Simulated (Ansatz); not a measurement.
# SrTiSe3 (built on the sites of a database entry of CaTiO3): a soft mode frozen in, part 2 of 2

Which phase does SrTiSe3 (built on the sites of a database entry of CaTiO3) fall into along its unstable mode, and how much energy does it gain?

Ansatz 0.2.0; DFT LDA, scalar-relativistic, plane waves, PAW.

So far, highest frequency on the path or at a solved wavevector (cm⁻¹): step 2 (phonons on a q mesh) 289. Also lowest frequency on the path (cm⁻¹): step 2 -81.5.

The structure was built from a prototype and need not be the compound's stable phase.

## 4. The mode frozen in, largest atomic shift 0.6 Å

The atoms are moved along the unstable eigenvector, the largest shift by 0.6 Å, with the cell fixed.

The input, input.yaml:

```yaml
crystal:
  lattice:
    - [4.899528169, 4.899528169, 0.0]
    - [4.899528169, 0.0, 4.899528169]
    - [4.899528169, 0.0, -4.899528169]
  atoms:
    - { symbol: Sr, position: [0.0, 0.0, 0.0] }
    - { symbol: Sr, position: [0.0, 0.5, 0.5] }
    - { symbol: Ti, position: [0.5, 0.25, 0.75] }
    - { symbol: Ti, position: [0.5, 0.75, 0.25] }
    - { symbol: Se, position: [0.5, -0.043296421, 0.543296421] }
    - { symbol: Se, position: [0.5, 0.543296421, -0.043296421] }
    - { symbol: Se, position: [0.0, 0.543296421, -0.043296421] }
    - { symbol: Se, position: [0.0, -0.043296421, 0.543296421] }
    - { symbol: Se, position: [0.413407158, 0.086592842, 0.086592842] }
    - { symbol: Se, position: [0.586592842, 0.413407158, 0.413407158] }
kpoints:
  mp_grid: { grid: [6, 6, 6] }
hamiltonian:
  xc: lda
scf:
  occupations: { method: methfessel_paxton, width: 0.15 }
output:
  forces: true
  stress: true
  eigenvalues: true
```

Launch:

```console
> ansatz run input.yaml --threads 8 --pin off --max-ram 14336MiB --backend cpu --events-out ev --progress --plain --runs-dir out
```

Numbers of over 12 decimals in the logs are rounded to 6 here.

The log of the run:

```text
[...]
Crystal: 10 atoms, lattice volume = 235.230 Å³
Basis set: ecut = 420 eV, 4645 PW (Γ)
Bands: 84, of which v1, the nominal top of the filled ones, is band 70 counted from 1 (69 counted from 0)
Symmetry: 8 space group operations
[...]
k-points: 46 of 216
[...]
k-point 0: bands = [... 66 lower, 8.8107, 8.9615, 9.1698, 9.1931, 9.2174, 9.2827, 9.7689, 10.1759, ... 10 higher]
  k-point 1: bands = [... 66 lower, 8.5475, 8.8186, 9.0226, 9.1310, 9.4144, 9.5251, 9.7518, 10.4067, ... 10 higher]
  k-point 2: bands = [... 66 lower, 8.4535, 8.7224, 8.8495, 8.9544, 9.7393, 9.8157, 9.9927, 10.4550, ... 10 higher]
  k-point 45: bands = [... 66 lower, 8.0307, 8.1108, 8.2507, 8.6987, 9.8224, 10.2796, 10.3448, 10.3529, ... 10 higher]
[key lines of the parts left out:]
SCF converged after 9 iterations
Free energy (F): -44102.920496 eV
Fermi energy:    9.266890 eV
P = ⅓ Tr σ = -0.6754 GPa (-6.754 kbar)
```

Run time: 6.5 s. Hardware: 8 threads of Arm Neoverse V2, shared host; peak memory 1.5 GiB.

Numbers from this step:

- pressure: -0.6754 GPa
- energy from the undistorted cell: -70.58 meV/atom

The energy, extrapolated to zero smearing, is -70.58 meV/atom against the undistorted cell.

The run ends at a pressure of -0.68 GPa, with forces up to 0.61 eV/Å.

## 5. Energy along the mode, all amplitudes (two of the runs are shown above)

An imaginary frequency means negative curvature, so the energy should fall and then rise again as anharmonic terms take over.

This step gave:

| Item | Value |
| --- | --- |
| depth at the lowest point sampled | 70.58 meV/atom |
| largest atomic shift at that point | 0.6 Å |

The energy from the parent by largest atomic shift:

```
largest atomic shift (Å)  energy from the parent (meV/atom)
                   0.000                                  0
                   0.040                             -0.671
                   0.080                              -2.67
                   0.140                              -8.06
                   0.220                              -19.1
                   0.320                              -37.1
                   0.450                              -59.6
                   0.600                              -70.6
```

Displacement at unit largest shift by atom:

```
atom   x (Å)   y (Å)   z (Å)   size
 Sr1   0.000   0.000   0.000  0.000
 Sr2   0.000   0.000   0.000  0.000
 Ti3   0.000   0.000   0.000  0.000
 Ti4   0.000   0.000   0.000  0.000
 Se5   0.000   0.000  -0.707  0.707
 Se6   0.000   0.000   0.707  0.707
 Se7   0.000   0.000   0.707  0.707
 Se8   0.000   0.000  -0.707  0.707
 Se9   0.707  -0.707   0.000  1.000
Se10  -0.707   0.707   0.000  1.000
```

The lowest of the steps tried is the last one, at 0.6 Å, 70.6 meV/atom below the parent; the bottom of the well need not coincide with a step.

## 6. Relaxing from the distorted cell

Starting from the lowest point found, all atoms and the cell are let go, so that strain and other modes of the same symmetry can join in.

Changes to input.yaml since step 4:

```diff
@@ -26 +26,6 @@
   eigenvalues: true
+relax:
+  adjacent_minimum: "off"
+  f_tol: 0.002
+  max_steps: 120
+  cell: { stress_tol: 0.03 }
```

The log of the run:

```text
[...]
Crystal: 10 atoms, lattice volume = 235.230 Å³
Basis set: ecut = 420 eV, 4645 PW (Γ)
Bands: 84, of which v1, the nominal top of the filled ones, is band 70 counted from 1 (69 counted from 0)
Symmetry: 8 space group operations
[...]
k-points: 46 of 216
[...]
SCF iter   1: F=—  HF=-44102.921521 eV  |F-HF|=—  |Δ(HF+E_count)|=         —  Δρ=4.74e-3  dr2=2.38e-2  ethr=1.77e-3  ⟨swp⟩=7.9  Hψ=16228  notcnv=0
[...]
SCF iter   9: F=-44102.920496 eV  HF=-44102.920496 eV  |F-HF|=1.11e-8  |Δ(HF+E_count)|=   1.74e-8  S|Δr|=    0.00e0  Δρ=1.42e-6  dr2=7.54e-9  ethr=7.14e-11  ⟨swp⟩=9.1  Hψ=16933  notcnv=0
SCF 1 converged in 9 iterations: F = -44102.920496 eV  dr2 = 7.54e-9
[...]
relax step   1: F+E_penalty+E_count = -44102.92049567 eV  Δ(F+E_penalty+E_count) = +0.000e0 eV  max|allowed force component| = 4.324e-1 eV/Å  Δτ_max = 0.0000 Å  P = -0.675 GPa  Ω = 235.230 Å³  (9 SCF iters, dr2 threshold 1.00e-7 eV, accepted)
Crystal: 10 atoms, lattice volume = 230.898 Å³
Basis set: ecut = 420 eV, 4545 PW (Γ)
[...]
SCF iter   9: F=-44103.055710 eV  HF=-44103.055710 eV  |F-HF|=4.55e-8  |Δ(HF+E_count)|=   1.48e-7  S|Δr|=    0.00e0  Δρ=4.62e-6  dr2=1.10e-7  ethr=7.14e-10  ⟨swp⟩=4.1  Hψ=13003  notcnv=0
SCF 2 converged in 9 iterations: F = -44103.055710 eV  dr2 = 1.10e-7
[...]
relax step   2: F+E_penalty+E_count = -44103.05571007 eV  Δ(F+E_penalty+E_count) = -1.352e-1 eV  max|allowed force component| = 1.015e-1 eV/Å  Δτ_max = 0.0948 Å  P = +0.255 GPa  Ω = 230.898 Å³  energy of the carried Pulay correction = +6.969e-4 eV  (9 SCF iters, dr2 threshold 1.00e-6 eV, accepted)
Crystal: 10 atoms, lattice volume = 231.643 Å³
Basis set: ecut = 420 eV, 4541 PW (Γ)
[...]
SCF iter   6: F=-44103.065674 eV  HF=-44103.065674 eV  |F-HF|=4.92e-7  |Δ(HF+E_count)|=   7.25e-7  S|Δr|=    0.00e0  Δρ=1.22e-5  dr2=7.68e-7  ethr=7.14e-10  ⟨swp⟩=5.6  Hψ=18692  notcnv=0
SCF 3 converged in 6 iterations: F = -44103.065674 eV  dr2 = 7.68e-7
relax step   3: F+E_penalty+E_count = -44103.06567353 eV  Δ(F+E_penalty+E_count) = -9.963e-3 eV  max|allowed force component| = 3.124e-2 eV/Å  Δτ_max = 0.0223 Å  P = -0.040 GPa  Ω = 231.643 Å³  energy of the carried Pulay correction = +5.761e-4 eV  (6 SCF iters, dr2 threshold 1.00e-6 eV, accepted)
[...]
relax step   4: F+E_penalty+E_count = -44103.06652026 eV  Δ(F+E_penalty+E_count) = -8.467e-4 eV  max|allowed force component| = 1.599e-2 eV/Å  Δτ_max = 0.0142 Å  P = -0.024 GPa  Ω = 231.643 Å³  energy of the carried Pulay correction = +5.761e-4 eV  (7 SCF iters, dr2 threshold 7.41e-8 eV, accepted)
[...]
relax step   5: F+E_penalty+E_count = -44103.06686483 eV  Δ(F+E_penalty+E_count) = -3.446e-4 eV  max|allowed force component| = 4.258e-3 eV/Å  Δτ_max = 0.0066 Å  P = +0.033 GPa  Ω = 231.484 Å³  energy of the carried Pulay correction = +6.018e-4 eV  (7 SCF iters, dr2 threshold 3.15e-8 eV, accepted)
[...]
relax step   6: F+E_penalty+E_count = -44103.06689508 eV  Δ(F+E_penalty+E_count) = -3.025e-5 eV  max|allowed force component| = 2.957e-3 eV/Å  Δτ_max = 0.0023 Å  P = +0.016 GPa  Ω = 231.544 Å³  energy of the carried Pulay correction = +5.921e-4 eV  (6 SCF iters, dr2 threshold 1.68e-8 eV, accepted)
[...]
relax step   7: F+E_penalty+E_count = -44103.06689103 eV  Δ(F+E_penalty+E_count) = +4.045e-6 eV  max|allowed force component| = 4.588e-4 eV/Å  Δτ_max = 0.0010 Å  P = -0.006 GPa  Ω = 231.612 Å³  energy of the carried Pulay correction = +5.810e-4 eV  (6 SCF iters, dr2 threshold 5.47e-10 eV, accepted)
[...]
SCF iter   6: F=-44103.066417 eV  HF=-44103.066417 eV  |F-HF|=0.00e0  |Δ(HF+E_count)|=  2.18e-11  S|Δr|=    0.00e0  Δρ=3.74e-8  dr2=8.00e-12  ethr=1.00e-12  ⟨swp⟩=5.1  Hψ=14461  notcnv=0
SCF 8 converged in 6 iterations: F = -44103.066417 eV  dr2 = 8.00e-12
relax step   8: F+E_penalty+E_count = -44103.06641683 eV  Δ(F+E_penalty+E_count) = +4.742e-4 eV  max|allowed force component| = 5.046e-4 eV/Å  Δτ_max = 0.0000 Å  P = -0.006 GPa  Ω = 231.612 Å³  stress off target by 6.73e-3 GPa  SCF on the basis re-selected at this cell (its energy is not comparable with the rows above)  (6 SCF iters)
basis re-selected at this cell: Δ(F+E_penalty+E_count) = +4.742e-4 eV, ΔP = -0.000 GPa vs the last step (what re-selecting the basis moved, of the pressure what is left beyond the Pulay correction that the steps carried, after the strain that the cell walked since its last selection, with what the two solves' SCF thresholds leave and, on support functions, any second-order correction that the steps lacked; it is no m [...]
SCF converged after 6 iterations
[...]
Free energy (F): -44103.066417 eV
[...]
Internal energy: -44103.068112 eV  (E = F + TS)
E sigma→0 (E₀):  -44103.066841 eV
Entropy (-TS):   0.001695 eV (0.170 meV/atom)
Fermi energy:    9.434721 eV
[...]
--- Forces (eV/Å), atoms counted from 1 ---
  atom   1  Sr     0.00050458    -0.00050458    -0.00000000
  atom   2  Sr    -0.00050458     0.00050458     0.00000000
  atom   3  Ti     0.00000000    -0.00000000    -0.00000000
  atom   4  Ti     0.00000000    -0.00000000    -0.00000000
  atom   5  Se     0.00000000    -0.00000000    -0.00000723
  atom   6  Se    -0.00000000    -0.00000000     0.00000723
  atom   7  Se    -0.00000000     0.00000000     0.00000723
  atom   8  Se     0.00000000     0.00000000    -0.00000723
  atom   9  Se     0.00040141    -0.00040141    -0.00000000
  atom  10  Se    -0.00040141     0.00040141     0.00000000
  max |Σ_I F_I| component: 6.51e-19 eV/Å
--- Stress (GPa, compression-positive) ---
       -0.005478      -0.000185      -0.000000
       -0.000185      -0.005478       0.000000
       -0.000000       0.000000      -0.006732
  P = ⅓ Tr σ = -0.0059 GPa (-0.059 kbar)
--- Band table (eV; the first three rows and the last of 46) ---
  k-point 0: bands = [... 66 lower, 8.9461, 9.0263, 9.3694, 9.3964, 9.4857, 9.6421, 9.9241, 10.3412, ... 10 higher]
  k-point 1: bands = [... 66 lower, 8.6481, 9.0481, 9.2558, 9.3794, 9.5668, 9.7565, 9.9570, 10.5762, ... 10 higher]
  k-point 2: bands = [... 66 lower, 8.7412, 8.8445, 9.0634, 9.2562, 9.9011, 10.0497, 10.1929, 10.6336, ... 10 higher]
  k-point 45: bands = [... 66 lower, 8.2322, 8.3566, 8.4524, 8.8112, 10.0775, 10.4432, 10.4717, 10.5918, ... 10 higher]
--- Relaxed structure (7 steps of the walk, 7 accepted, 1 SCFs on fresh bases) ---
  F+E_penalty+E_count = -44103.06641683 eV   max|allowed force component| = 5.046e-4 eV/Å   (the final SCF, on the basis selected at the relaxed cell)
  cell:  # Å, volume = 231.6125 Å³
    - [4.810548, 4.810548, 0.0]
    - [4.908474, -0.097926, 4.808525]
    - [4.908474, -0.097926, -4.808525]
  atoms:
    - { symbol: Sr, position: [0.010516, -0.010516, -0.010516] }
    - { symbol: Sr, position: [-0.010516, 0.510516, 0.510516] }
    - { symbol: Ti, position: [0.500000, 0.250000, 0.750000] }
    - { symbol: Ti, position: [0.500000, 0.750000, 0.250000] }
    - { symbol: Se, position: [0.5, -0.050192, 0.550192] }
    - { symbol: Se, position: [0.5, 0.550192, -0.050192] }
    - { symbol: Se, position: [3.469446951953614e-18, 0.550192, -0.050192] }
    - { symbol: Se, position: [3.469446951953614e-18, -0.050192, 0.550192] }
    - { symbol: Se, position: [0.409119, 0.090881, 0.090881] }
    - { symbol: Se, position: [0.590881, 0.409119, 0.409119] }
```

Run time: 57 s. Hardware: 8 threads; peak memory 1.5 GiB; 7.4 min of CPU time.

The steps of the relaxation:

```
step  energy less that of the first step (eV)  largest force component (eV/Å)  pressure (GPa)  volume (Å³)
   1                                   0.0000                          0.4324           -0.68       235.23
   2                                  -0.1352                          0.1015            0.25       230.90
   3                                  -0.1452                          0.0312           -0.04       231.64
   4                                  -0.1460                          0.0160           -0.02       231.64
   5                                  -0.1464                          0.0043            0.03       231.48
   6                                  -0.1464                          0.0030            0.02       231.54
   7                                  -0.1464                          0.0005           -0.01       231.61
  8*                                  -0.1459                          0.0005           -0.01       231.61
```

Relaxation steps marked * repeat the geometry before them on a plane-wave basis chosen anew for their cell, so energy and pressure can jump there.

The run keeps the 8 symmetry operations that it works with, so distortions that break them were not tested.

```
conventional cell, symmetrised  before  after  change
                         a (Å)   6.929  6.803  -1.8 %
                         b (Å)   9.799  9.617  -1.9 %
                         c (Å)   6.929  7.080  +2.2 %
              volume (Å³/atom)   23.52  23.16  -1.5 %
```

The atoms that moved most (Å, as changes of fractional coordinates times the final cell):

```
atom      dx      dy      dz  length
 Sr1  -0.053   0.053   0.000   0.074
 Sr2   0.053  -0.053   0.000   0.074
 Se8   0.000   0.000  -0.066   0.066
 Se7   0.000   0.000   0.066   0.066
 Se5   0.000   0.000  -0.066   0.066
 Se6   0.000   0.000   0.066   0.066
Se10  -0.021   0.021   0.000   0.030
 Se9   0.021  -0.021   0.000   0.030
```

Final coordinates:

```
Sr Ti Se
1.0
     4.81055    4.81055    0.00000
     4.90847   -0.09793    4.80852
     4.90847   -0.09793   -4.80852
Sr Ti Se
2 2 6
Direct
  0.01052 0.98948 0.98948
  0.98948 0.51052 0.51052
  0.50000 0.25000 0.75000
  0.50000 0.75000 0.25000
  0.50000 0.94981 0.55019
  0.50000 0.55019 0.94981
  0.00000 0.55019 0.94981
  0.00000 0.94981 0.55019
  0.40912 0.09088 0.09088
  0.59088 0.40912 0.40912
```

This step gave:

- pressure: -0.005896 GPa
- volume per atom: 23.16 Å³
- gap on the k-mesh: 0.04750 eV

The distorted start has space group Imma; the relaxation ends in Imma.

## 7. Summary of results

```
unstable mode of the parent                                                      : q = (-0.5, -0.5, -0.5), 82i cm⁻¹
depth at the lowest point sampled                                                : 70.6 meV/atom
largest atomic shift at that point                                               : 0.6 Å
space group reached (within 0.01 Å)                                              : Imma
energy gained over the parent (first relaxation, on the mesh of the frozen mode) : 85.2 meV/atom
volume per atom, phase reached                                                   : 23.2 Å³
gap on the k-mesh, phase reached                                                 : 0.0475 eV
```

Along this mode the structure falls into Imma, 85.2 meV/atom below the parent. At the parent's cell the well is 70.58 meV/atom deep on the steps tried, with its lowest point at a shift of 0.6 Å. That is the last step tried, so the steps alone don't bracket the bottom of the well. Relaxing atoms and cell changes the gain by +14.61 meV/atom against the lowest step (energies at zero smearing). The modes of the phase reached were not computed on this path. Of the 4 patterns followed to their end from this parent, this one ends 19.3 meV/atom above the lowest, I4/mcm. Each path keeps the symmetry of its pattern, so a lower phase may lie along a pattern not tried. With no gap, or one that is small against the smearing, the frequencies hang on the k mesh and the smearing, most of all near Kohn anomalies. A phonon run warned that its eigensolver left some bands unconverged in a pass. The starting cell was built on a prototype and not taken from a measurement, so the phase need not exist.

[Logs are printed without paths, hosts, clocks, repeated set-up lines and the standing remarks that a program may print on its own settings, such as how far it seeks lower states.]

[Hosts, paths, dates, database ids (printed as entryN), source tags and the programs' standing remarks are cut or masked in the printed files.]
